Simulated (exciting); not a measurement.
## Na K-edge absorption of NaF (Villiaumite), all-electron BSE

How far do the exchange and direct terms reshape the Na K edge of NaF (Villiaumite)?

Main program and level: exciting sodium; X-ray absorption, core-level Bethe-Salpeter equation, exchange and statically screened direct term, Tamm-Dancoff, all-electron LAPW+lo PBEsol.

## (1) Set-up

Symmetry: Fm-3m, No. 225, cubic system. The conventional cell has a = 4.640 Å, b = 4.640 Å, c = 4.640 Å, α = 90.00°, β = 90.00°, γ = 90.00°. Na has 6 F at 2.32 Å nearest. F has 6 Na at 2.32 Å nearest. Farther neighbours and most contacts between anions are not listed.

Structure file:

```xyz
2
Lattice="0.0000 2.3200 2.3200 2.3200 0.0000 2.3200 2.3200 2.3200 0.0000" Properties=species:S:1:pos:R:3 pbc="T T T"
Na    0.0000    0.0000    0.0000
F     2.3200    2.3200    2.3200
```

Differences between curves are given as r.m.s. difference over r.m.s. height.

## (2) Ground state

The species files are the program's own, with muffin-tin radii set in the input.

Input file input.xml:

```
<input>
  <title>NaF</title>
  <structure speciespath="." autormt="false" epslat="1.0e-5">
    <crystal>
      <basevect>0.0000000000 4.3841646083 4.3841646083</basevect>
      <basevect>4.3841646083 0.0000000000 4.3841646083</basevect>
      <basevect>4.3841646083 4.3841646083 0.0000000000</basevect>
    </crystal>
    <species speciesfile="Na.xml" rmt="2.240">
      <atom coord="0.0000000000 0.0000000000 0.0000000000"/>
    </species>
    <species speciesfile="F.xml" rmt="2.013">
      <atom coord="0.5000000000 0.5000000000 0.5000000000"/>
    </species>
  </structure>
  <groundstate do="fromscratch" xctype="GGA_PBE_SOL" ngridk="5 5 5" rgkmax="7" gmaxvr="14" nempty="8" swidth="0.001" maxscl="100" epsengy="1e-5"/>
</input>
```

Run with:

```bash
> OMP_NUM_THREADS=1 mpirun -n 4 exciting
```

Numbers of over 12 decimals in the logs are rounded to 6 here.

The log of the run:

```text
EXCITING SODIUM started
********************************************************************************
* Ground-state run starting from atomic densities                              *
********************************************************************************
+ Starting initialization                                                      +
[... lattice and species ...]
 Spin treatment                             :    spin-unpolarised
 Number of Bravais lattice symmetries       :      48
[...]
+ Self-consistent loop stopped                                                 +
 STATE.OUT is written
********************************************************************************
* Groundstate module stopped                                                   *
********************************************************************************
 Total time spent (seconds)                 :        10.22
- CAUTION! Warnings have been written in file WARNING.OUT !                    -
| EXCITING SODIUM stopped                                                      =
[key lines of the parts left out:]
Total energy                               :      -261.76597623
Fermi energy                               :         0.00525973
```

Elapsed: 12 s, on 4 MPI ranks of Arm Neoverse V1, shared host.

The warnings file holds hints only, no warning.

The mesh shows a gap of 6.16 eV. Core levels (Dirac, from the valence top):

```
atom  level  energy (eV)
  Na  1s1/2      -1021.0
   F  1s1/2       -648.6
```

## (3) A richer basis for the empty states

Each species file gets more local orbitals, built from u and its energy derivative at 0.15 Ha and u at 0.9 Ha.

input.xml is that of step 2.

Input file SPECIES.xml, added lines:

```
<lo l="L">  <!-- L = 0, 1, 2 -->
  <wf matchingOrder="0" trialEnergy="0.1500" searchE="false"/>
  <wf matchingOrder="1" trialEnergy="0.1500" searchE="false"/>
  <wf matchingOrder="0" trialEnergy="0.9000" searchE="false"/>
</lo>
```

Run with:

```bash
> OMP_NUM_THREADS=1 mpirun -n 4 exciting
```

The log of the run:

```text
EXCITING SODIUM started
********************************************************************************
* Ground-state run starting from atomic densities                              *
********************************************************************************
+ Starting initialization                                                      +
[... lattice and species ...]
 Spin treatment                             :    spin-unpolarised
 Number of Bravais lattice symmetries       :      48
[...]
+ Self-consistent loop stopped                                                 +
 STATE.OUT is written
********************************************************************************
* Groundstate module stopped                                                   *
********************************************************************************
 Total time spent (seconds)                 :        10.08
- CAUTION! Warnings have been written in file WARNING.OUT !                    -
| EXCITING SODIUM stopped                                                      =
[key lines of the parts left out:]
Total energy                               :      -261.76658448
Fermi energy                               :         0.00593520
```

Run time: 12 s. Hardware: 4 MPI ranks.

Against the first ground state the total energy moves by -8 meV an atom and the gap by 0.00 eV.

## (4) Screening, kernels and BSE for Na atom 1

The absorber has 6 F at 2.32 Å (octahedral, site symmetry m-3m).

input.xml: that of step 3 with these lines changed.

```diff
@@ -15,3 +15,20 @@
   </structure>
-  <groundstate do="fromscratch" xctype="GGA_PBE_SOL" ngridk="5 5 5" rgkmax="7" gmaxvr="14" nempty="8" swidth="0.001" maxscl="100" epsengy="1e-5"/>
+  <groundstate do="skip" xctype="GGA_PBE_SOL" ngridk="5 5 5" rgkmax="7" gmaxvr="14" nempty="8" swidth="0.001" maxscl="100" epsengy="1e-5"/>
+  <xs xstype="BSE" ngridk="6 6 6" ngridq="6 6 6" vkloff="0.097 0.273 0.493" rgkmax="7" nempty="16" gqmax="3" lmaxapwwf="5" lmaxemat="2" broad="0.01654" tevout="true">
+    <energywindow intv="37.307 38.924" points="440"/>
+    <screening screentype="full" nempty="31"/>
+    <BSE xas="true" xasspecies="1" xasatom="1" xasedge="K" bsetype="singlet" nstlxas="1 12"/>
+    <qpointset>
+      <qpoint>0 0 0</qpoint>
+    </qpointset>
+    <plan>
+      <doonly task="xsgeneigvec"/>
+      <doonly task="writepmatxs"/>
+      <doonly task="scrgeneigvec"/>
+      <doonly task="scrwritepmat"/>
+      <doonly task="screen"/>
+      <doonly task="scrcoulint"/>
+      <doonly task="exccoulint"/>
+    </plan>
+  </xs>
 </input>
```

Input file input.xml for the last start (plan only):

```
  <plan>
    <doonly task="bse"/>
  </plan>
```

Run with:

```bash
> OMP_NUM_THREADS=1 mpirun -n 4 exciting
> OMP_NUM_THREADS=4 exciting
```

The log of the run:

```text
| EXCITING SODIUM started for task xsgeneigvec ( 301)                          =
One-shot GS runs for BSE calculations
One-shot GS runs for k+qmt/2 grids
Info(xsgeneigvec): Generating eigenvectors for Q-point      1
Info(xsgeneigvec): Generation of eigenvectors finished
| EXCITING SODIUM started for task writepmatxs ( 320)                          =
Info(writepmatxs): Momentum matrix elements finished
| EXCITING SODIUM started for task scrgeneigvec ( 401)                         =
One-shot GS runs for BSE calculations
One-shot GS runs for k+qmt/2 grids
[...]
Info(setup_bse_block): Setting up RR part of hamiltonian
Info(setup_bse_block): Singlet spin state
Info(bse): Diagonalizing RR Hamiltonian (TDA)
Info(bse): Invoking Lapack routine ZHEEVR
      5184 eigen solutions found in the interval:
         i1=       1 i2=    5184
Info(bse): Writing excition energies and oscillator strengths to text file.
Info(makespectrum_dist): Making spectrum using formula for coupling with time reversed AR basis.
Info(makespectrum_dist): Using formalism for vanishing momentum transfer.
Info(writederived): Writing quantities derived from the macroscopic dielectric function.
Info(bselauncher): Spectrum finished for iqmt=  1
Info(bselauncher): All done for BSE type singlet
```

Wall time 9.3 min (4 MPI ranks).

Wall time by task: xsgeneigvec 2.7 s, writepmatxs 7.1 s, scrgeneigvec 2.4 s, scrwritepmat 1.6 s, screen 47 s, scrcoulint 4.2 min, exccoulint 3 min, bse 64 s.

The Na K spectrum of Na atom 1 (energy from the Kohn–Sham onset, core level to the lowest empty state found on the meshes used, 1027.18 eV; the ground-state mesh sets it, and the shifted mesh has its lowest transition 0.19 eV above it; Im ε scaled to the maximum of the singlet run; cut below the end of the band set):

```csv
E (eV),Im ε
-4.5,0.02
-4.0,0.03
-3.5,0.03
-3.0,0.04
-2.5,0.06
-2.0,0.09
-1.5,0.15
-1.0,0.32
-0.5,0.63
0.0,0.76
0.5,0.78
1.0,0.78
1.5,0.71
2.0,0.61
2.5,0.51
3.0,0.46
3.5,0.42
4.0,0.39
4.5,0.37
5.0,0.34
5.5,0.30
6.0,0.30
6.5,0.39
7.0,0.63
7.5,0.93
8.0,0.99
8.5,0.89
9.0,0.78
9.5,0.59
10.0,0.45
10.5,0.36
11.0,0.29
11.5,0.23
12.0,0.20
12.5,0.17
13.0,0.15
13.5,0.15
14.0,0.16
14.5,0.16
15.0,0.16
15.5,0.19
16.0,0.24
16.5,0.32
17.0,0.43
17.5,0.42
18.0,0.40
18.5,0.37
19.0,0.32
19.5,0.23
20.0,0.20
20.5,0.17
21.0,0.14
21.5,0.12
22.0,0.11
22.5,0.09
23.0,0.08
23.5,0.07
```

Maxima (height): 0.5 eV (0.78), 7.8 eV (1.00) and 17.1 eV (0.43).

The Hamiltonian has 5184 rows. The lowest groups of eigenvalues and the brightest ones, on the scale above (the program counts from the shifted mesh's onset, 0.19 eV higher). Core spinors bring spin-forbidden partners, so dark means forbidden by spin or by symmetry, and the shifted mesh splits states that symmetry would keep together:

```csv
energy (eV),states within 10 meV,relative strength
-2.419,2,dark
-0.777,2,0.24
-0.625,2,0.56
-0.566,2,0.82
-0.482,2,0.48
-0.241,2,0.38
-0.057,2,1.00
0.393,2,0.54
7.556,2,0.50
8.139,2,0.50
```

## (5) Independent particles

input.xml: that of step 4 with these lines changed.

```diff
@@ -19,3 +19,3 @@
     <screening screentype="full" nempty="31"/>
-    <BSE xas="true" xasspecies="1" xasatom="1" xasedge="K" bsetype="singlet" nstlxas="1 12"/>
+    <BSE xas="true" xasspecies="1" xasatom="1" xasedge="K" bsetype="IP" nstlxas="1 12"/>
     <qpointset>
@@ -24,9 +24,3 @@
     <plan>
-      <doonly task="xsgeneigvec"/>
-      <doonly task="writepmatxs"/>
-      <doonly task="scrgeneigvec"/>
-      <doonly task="scrwritepmat"/>
-      <doonly task="screen"/>
-      <doonly task="scrcoulint"/>
-      <doonly task="exccoulint"/>
+      <doonly task="bse"/>
     </plan>
```

Run with:

```bash
> OMP_NUM_THREADS=4 exciting
```

The log of the run:

```text
| EXCITING SODIUM started for task bse ( 445)                                  =
Info(bselauncher): Init time:    0.361984
Info(bselauncher): Setting up and diagonalizing BSE Hamiltonian.
Info(bselauncher): Using momentum transfer vectors from list :   1 to  1
Info(bselauncher): Distributing qmt-points over   1 processes.
Info(bselauncher): BSE type: IP
Info(bselauncher): Momentum transfer list index: iqmt=  1
Info(bselauncher): Momentum transfer: vqmtl=   0.000   0.000   0.000
Info(bse): Inspecting occupations...
Info(setranges_modxs): Number of non-reduced k-points:      216
[...]
highest unoccupied state:  20
  Opening gap with a scissor of:      0.000/H      0.000/eV
Info(select_transitions): Number of participating transitions:    5184
Info(bse): Selecting transitions...
Info(bse):bsegap (eV):  1027.375496
Info(bse): IP requested, nothing much to do
Info(bse): Writing excition energies and oscillator strengths to text file.
Info(makespectrum_dist): Making spectrum using formula for coupling with time reversed AR basis.
Info(makespectrum_dist): Using formalism for vanishing momentum transfer.
Info(writederived): Writing quantities derived from the macroscopic dielectric function.
Info(bselauncher): Spectrum finished for iqmt=  1
Info(bselauncher): All done for BSE type IP
```

Wall time 1.5 s (4 threads).

Maxima (height): 6.8 eV (0.38), 13.4 eV (1.08) and 22.0 eV (0.74). The spectrum differs from the singlet run by 101 % r.m.s. Moving the earlier curve by +5.0 eV leaves 47 %. The highest maximum lies at 13.4 eV (1.08), against 7.8 eV (1.00).

## (6) Exchange alone

input.xml: that of step 5 with these lines changed.

```diff
@@ -19,3 +19,3 @@
     <screening screentype="full" nempty="31"/>
-    <BSE xas="true" xasspecies="1" xasatom="1" xasedge="K" bsetype="IP" nstlxas="1 12"/>
+    <BSE xas="true" xasspecies="1" xasatom="1" xasedge="K" bsetype="RPA" nstlxas="1 12"/>
     <qpointset>
```

Run with:

```bash
> OMP_NUM_THREADS=4 exciting
```

The log of the run:

```text
| EXCITING SODIUM started for task bse ( 445)                                  =
Info(bselauncher): Init time:    0.363065
Info(bselauncher): Setting up and diagonalizing BSE Hamiltonian.
Info(bselauncher): Using momentum transfer vectors from list :   1 to  1
Info(bselauncher): Distributing qmt-points over   1 processes.
Info(bselauncher): BSE type: RPA
Info(bselauncher): Momentum transfer list index: iqmt=  1
Info(bselauncher): Momentum transfer: vqmtl=   0.000   0.000   0.000
Info(bse): Inspecting occupations...
Info(setranges_modxs): Number of non-reduced k-points:      216
[...]
Info(setup_bse_block): Setting up RR part of hamiltonian
Info(setup_bse_block): Using RPA approximation
Info(bse): Diagonalizing RR Hamiltonian (TDA)
Info(bse): Invoking Lapack routine ZHEEVR
      5184 eigen solutions found in the interval:
         i1=       1 i2=    5184
Info(bse): Writing excition energies and oscillator strengths to text file.
Info(makespectrum_dist): Making spectrum using formula for coupling with time reversed AR basis.
Info(makespectrum_dist): Using formalism for vanishing momentum transfer.
Info(writederived): Writing quantities derived from the macroscopic dielectric function.
Info(bselauncher): Spectrum finished for iqmt=  1
Info(bselauncher): All done for BSE type RPA
```

Wall time 64 s (4 threads).

Maxima (height): 6.8 eV (0.38), 13.4 eV (1.08) and 22.0 eV (0.74). The spectrum is that of the independent-particle run within 1 %.

## (7) Broadening

Changed against the first singlet run: half width (eV) from 0.45 to 1.35.

input.xml: that of step 6 with these lines changed.

```diff
@@ -16,6 +16,6 @@
   <groundstate do="skip" xctype="GGA_PBE_SOL" ngridk="5 5 5" rgkmax="7" gmaxvr="14" nempty="8" swidth="0.001" maxscl="100" epsengy="1e-5"/>
-  <xs xstype="BSE" ngridk="6 6 6" ngridq="6 6 6" vkloff="0.097 0.273 0.493" rgkmax="7" nempty="16" gqmax="3" lmaxapwwf="5" lmaxemat="2" broad="0.01654" tevout="true">
+  <xs xstype="BSE" ngridk="6 6 6" ngridq="6 6 6" vkloff="0.097 0.273 0.493" rgkmax="7" nempty="16" gqmax="3" lmaxapwwf="5" lmaxemat="2" broad="0.04961" tevout="true">
     <energywindow intv="37.307 38.924" points="440"/>
     <screening screentype="full" nempty="31"/>
-    <BSE xas="true" xasspecies="1" xasatom="1" xasedge="K" bsetype="RPA" nstlxas="1 12"/>
+    <BSE xas="true" xasspecies="1" xasatom="1" xasedge="K" bsetype="singlet" nstlxas="1 12"/>
     <qpointset>
```

Run with:

```bash
> OMP_NUM_THREADS=4 exciting
```

The log of the run:

```text
| EXCITING SODIUM started for task bse ( 445)                                  =
Info(bselauncher): Init time:    0.361119
Info(bselauncher): Setting up and diagonalizing BSE Hamiltonian.
Info(bselauncher): Using momentum transfer vectors from list :   1 to  1
Info(bselauncher): Distributing qmt-points over   1 processes.
Info(bselauncher): BSE type: singlet
Info(bselauncher): Momentum transfer list index: iqmt=  1
Info(bselauncher): Momentum transfer: vqmtl=   0.000   0.000   0.000
Info(bse): Inspecting occupations...
[...]
Info(setup_bse_block): Setting up RR part of hamiltonian
Info(setup_bse_block): Singlet spin state
Info(bse): Diagonalizing RR Hamiltonian (TDA)
Info(bse): Invoking Lapack routine ZHEEVR
      5184 eigen solutions found in the interval:
         i1=       1 i2=    5184
Info(bse): Writing excition energies and oscillator strengths to text file.
Info(makespectrum_dist): Making spectrum using formula for coupling with time reversed AR basis.
Info(makespectrum_dist): Using formalism for vanishing momentum transfer.
Info(writederived): Writing quantities derived from the macroscopic dielectric function.
Info(bselauncher): Spectrum finished for iqmt=  1
Info(bselauncher): All done for BSE type singlet
```

Elapsed: 64 s, on 4 threads.

Against the singlet run the r.m.s. difference is 25 %. The highest maximum lies at 8.1 eV (0.67), against 7.8 eV (1.00). Only the width of each line changes; the area stays. A table step wider than the lines misses their tops.

```
E (eV)  first run  this run
 -10.0       0.01      0.02
  -9.0       0.01      0.02
  -8.0       0.01      0.03
  -7.0       0.01      0.03
  -6.0       0.01      0.04
  -5.0       0.02      0.06
  -4.0       0.03      0.08
  -3.0       0.04      0.11
  -2.0       0.09      0.19
  -1.0       0.32      0.35
   0.0       0.76      0.53
   1.0       0.78      0.58
   2.0       0.61      0.53
   3.0       0.46      0.46
   4.0       0.39      0.41
   5.0       0.34      0.39
   6.0       0.30      0.42
   7.0       0.63      0.56
   8.0       0.99      0.67
   9.0       0.78      0.60
  10.0       0.45      0.45
  11.0       0.29      0.33
  12.0       0.20      0.25
  13.0       0.15      0.21
  14.0       0.16      0.20
  15.0       0.16      0.21
  16.0       0.24      0.26
  17.0       0.43      0.31
  18.0       0.40      0.31
  19.0       0.32      0.27
  20.0       0.20      0.21
  21.0       0.14      0.16
  22.0       0.11      0.13
  23.0       0.08      0.10
```

## (8) Another input

In this try the input is made faulty on purpose, to show what that does.

input.xml: that of step 7 with these lines changed.

```diff
@@ -16,6 +16,6 @@
   <groundstate do="skip" xctype="GGA_PBE_SOL" ngridk="5 5 5" rgkmax="7" gmaxvr="14" nempty="8" swidth="0.001" maxscl="100" epsengy="1e-5"/>
-  <xs xstype="BSE" ngridk="6 6 6" ngridq="6 6 6" vkloff="0.097 0.273 0.493" rgkmax="7" nempty="16" gqmax="3" lmaxapwwf="5" lmaxemat="2" broad="0.04961" tevout="true">
+  <xs xstype="BSE" ngridk="6 6 6" ngridq="6 6 6" vkloff="0.097 0.273 0.493" rgkmax="7" nempty="7" gqmax="3" lmaxapwwf="5" lmaxemat="2" broad="0.01654" tevout="true">
     <energywindow intv="37.307 38.924" points="440"/>
     <screening screentype="full" nempty="31"/>
-    <BSE xas="true" xasspecies="1" xasatom="1" xasedge="K" bsetype="singlet" nstlxas="1 12"/>
+    <BSE xas="true" xasspecies="1" xasatom="1" xasedge="K" bsetype="singlet" nstlxas="1 3"/>
     <qpointset>
@@ -24,3 +24,5 @@
     <plan>
-      <doonly task="bse"/>
+      <doonly task="writepmatxs"/>
+      <doonly task="scrcoulint"/>
+      <doonly task="exccoulint"/>
     </plan>
```

Input file input.xml for the last start (plan only):

```
  <plan>
    <doonly task="bse"/>
  </plan>
```

Run with:

```bash
> OMP_NUM_THREADS=1 mpirun -n 4 exciting
> OMP_NUM_THREADS=4 exciting
```

The log of the run:

```text
| EXCITING SODIUM started for task writepmatxs ( 320)                          =
Info(writepmatxs): Momentum matrix elements finished
| EXCITING SODIUM started for task scrcoulint ( 440)                           =
Info(scrcoulintlauncher): Setting up screened Coulomb interaction matrix W.
Info(scrcoulintlauncher): Using momentum transfer vectors from list :   1 to  1
Info(scrcoulintlauncher): Calculating screened Coulomb interaction matrix W
Info(scrcoulintlauncher): Momentum transfer list index: iqmt=  1
[...]
Info(setup_bse_block): Setting up RR part of hamiltonian
Info(setup_bse_block): Singlet spin state
Info(bse): Diagonalizing RR Hamiltonian (TDA)
Info(bse): Invoking Lapack routine ZHEEVR
      1296 eigen solutions found in the interval:
         i1=       1 i2=    1296
Info(bse): Writing excition energies and oscillator strengths to text file.
Info(makespectrum_dist): Making spectrum using formula for coupling with time reversed AR basis.
Info(makespectrum_dist): Using formalism for vanishing momentum transfer.
Info(writederived): Writing quantities derived from the macroscopic dielectric function.
Info(bselauncher): Spectrum finished for iqmt=  1
Info(bselauncher): All done for BSE type singlet
```

Wall time 3.6 min (4 MPI ranks).

Wall time by task: writepmatxs 5.3 s, scrcoulint 2.7 min, exccoulint 45 s, bse 2.6 s.

The input has a fault: far too few conduction bands in the BSE. Against the singlet run the r.m.s. difference is 74 %. The highest maximum lies at 1.2 eV (0.38), against 7.8 eV (1.00). Transitions to the missing bands are absent and can't mix into the lines that are left.

```csv
E (eV),first run,this run
-4.0,0.03,0.01
-3.0,0.04,0.02
-2.0,0.09,0.03
-1.0,0.32,0.12
0.0,0.76,0.32
1.0,0.78,0.37
2.0,0.61,0.33
3.0,0.46,0.24
4.0,0.39,0.18
5.0,0.34,0.14
6.0,0.30,0.08
7.0,0.63,0.09
8.0,0.99,0.15
9.0,0.78,0.16
10.0,0.45,0.14
11.0,0.29,0.12
12.0,0.20,0.06
13.0,0.15,0.02
14.0,0.16,0.01
15.0,0.16,0.01
16.0,0.24,0.00
17.0,0.43,0.00
18.0,0.40,0.00
19.0,0.32,0.00
20.0,0.20,0.00
21.0,0.14,0.00
22.0,0.11,0.00
23.0,0.08,0.00
```

(Part 1 of 2 ends here.)

[Banner, clock and machine lines of the logs are left out without a mark of their own.]

[Logs are printed without paths, hosts, clocks, repeated set-up lines and the standing remarks that a program may print on its own settings, such as how far it seeks lower states.]

[Hosts, paths, dates, database ids (printed as entryN), source tags and the programs' standing remarks are cut or masked in the printed files.]
